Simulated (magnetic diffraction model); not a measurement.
# Which magnetic order? Ba₂FeP₂O₈

Space group C2/m (no. 12), a = 12.2060 Å, b = 5.2460 Å, c = 6.9640 Å, β = 103.74°.

```
site  atom       x       y       z
  4i    Ba  0.6730     1/2  0.2120
  2d    Fe       0     1/2     1/2
  4i     P  0.6360     1/2  0.7040
  4i     O  0.7521     1/2  0.8309
  4i     O  0.9537       0  0.1901
  8j     O  0.6213  0.2394  0.5685
```

This is a made-up structure (elements placed in a structure type, unrelaxed), so the numbers test the method and describe no known phase.

Only Fe is taken to order (form factors of Fe2+); orders and moment sizes are assumed, and not adapted to the symmetry. Radiation: neutrons of λ = 2.567 Å, 3° to 65°; isotropic B of 0.32 Å² (Ba), 0.46 Å² (Fe), 0.47 Å² (P) and 0.46 Å² (O). Simulated constant-wavelength pattern: nuclear and magnetic terms add, the magnetic one as |2.695 fm × Σ f S⊥ exp(2πi Q·r) exp(−B s²)|², summed over all Q at one angle with the factor 1/(sin²θ cos θ). For collinear order S is the moment m, which repeats by lattice and centring translations R with the sign exp(−2πi k·R). Free-ion form factors, Sears's scattering lengths of 1992, no absorption; a label names one of the reflections at its angle. The strongest nuclear line in the range is 100, and lines under 0.2 are left out.

Above the ordering temperature:

```csv
2θ (°),index,I
21.88,(0 0 1),84.2
25.01,(2 0 0),0.3
29.16,(2 0 -1),100.0
31.04,(1 1 0),27.0
36.45,(1 1 -1),0.7
37.32,(2 0 1),0.8
40.06,(1 1 1),75.4
44.60,(0 0 2),2.9
45.87,(2 0 -2),68.9
47.98,(3 1 0),31.9
49.01,(3 1 -1),4.5
50.87,(4 0 -1),0.3
51.32,(4 0 0),4.6
52.56,(1 1 -2),78.8
57.30,(2 0 2),1.8
57.40,(3 1 1),15.9
58.01,(1 1 2),34.7
58.59,(0 2 0),28.1
60.10,(3 1 -2),3.0
60.45,(4 0 -2),7.2
61.64,(4 0 1),42.9
63.31,(0 2 1),23.9
```

Below it (cell unchanged):

| 2θ (°) | I |
| --- | --- |
| 17.99 | 6.5 |
| 19.72 | 6.7 |
| 21.88 | 84.2 |
| 23.94 | 5.9 |
| 25.01 | 0.3 |
| 27.79 | 4.8 |
| 29.16 | 100.0 |
| 31.04 | 27.0 |
| 33.90 | 3.4 |
| 35.23 | 3.1 |
| 36.45 | 0.7 |
| 36.94 | 2.8 |
| 37.32 | 0.8 |
| 38.04 | 2.7 |
| 38.63 | 2.6 |
| 40.06 | 75.4 |
| 42.71 | 2.1 |
| 44.60 | 2.9 |
| 44.65 | 1.9 |
| 45.64 | 1.8 |
| 45.87 | 68.9 |
| 47.58 | 0.3 |
| 47.98 | 31.9 |
| 49.01 | 4.5 |
| 49.81 | 0.4 |
| 50.87 | 0.3 |
| 50.89 | 1.4 |
| 51.32 | 4.6 |
| 51.43 | 1.3 |
| 52.56 | 78.8 |
| 53.80 | 0.4 |
| 53.95 | 1.2 |
| 54.73 | 0.4 |
| 55.96 | 0.4 |
| 56.76 | 0.4 |
| 57.20 | 0.4 |
(The table stops after 36 lines; 18 more lie at higher angle.)

**Question.** Check that the new lines index with k = (1/2 1/2 1/2), then choose among these models:
A. collinear moments along [010], 3 μB on Fe
B. collinear moments along [110], 3 μB on Fe
C. collinear moments along [101], 3 μB on Fe

The new lines index as (1/2 1/2 -1/2) at 17.99°, (1/2 1/2 1/2) at 19.72°, (-3/2 1/2 1/2) at 23.94° and (3/2 -1/2 1/2) at 27.79°, that is as H ± k with k = (1/2 1/2 1/2), one of 2 inequivalent arms of its star (k and −k counted as one), which a powder can't tell apart. Half indices mean that the moments reverse under translations with k·R a half-integer, and the magnetic cell has twice the primitive volume.

Magnetic intensity, observed (below minus above) and for each model:

| 2θ (°) | index | observed | A | B | C |
| --- | --- | --- | --- | --- | --- |
| 17.99 | (1/2 1/2 -1/2) | 6.5 | 6.5 | 10.3 | 16.7 |
| 19.72 | (1/2 1/2 1/2) | 6.7 | 6.7 | 9.4 | 8.8 |
| 27.79 | (3/2 -1/2 1/2) | 4.8 | 4.8 | 5.4 | 1.8 |
| 33.90 | (5/2 1/2 -1/2) | 3.4 | 3.4 | <0.2 | 2.1 |
| 38.63 | (5/2 1/2 1/2) | 2.6 | 2.6 | 0.7 | 0.4 |
| 44.63 | (-1/2 3/2 1/2) | <0.2 | <0.2 | 1.9 | 2.1 |
| 45.42 | (1/2 -3/2 1/2) | <0.2 | <0.2 | 1.9 | 1.9 |
| 50.89 | (7/2 -1/2 1/2) | 1.4 | 1.4 | 0.8 | <0.2 |

Model A matches.

The structure used: k = (1/2 1/2 1/2), collinear moments along [010], 3 μB on Fe.

[Logs are printed without paths, hosts, clocks, repeated set-up lines and the standing remarks that a program may print on its own settings, such as how far it seeks lower states.]
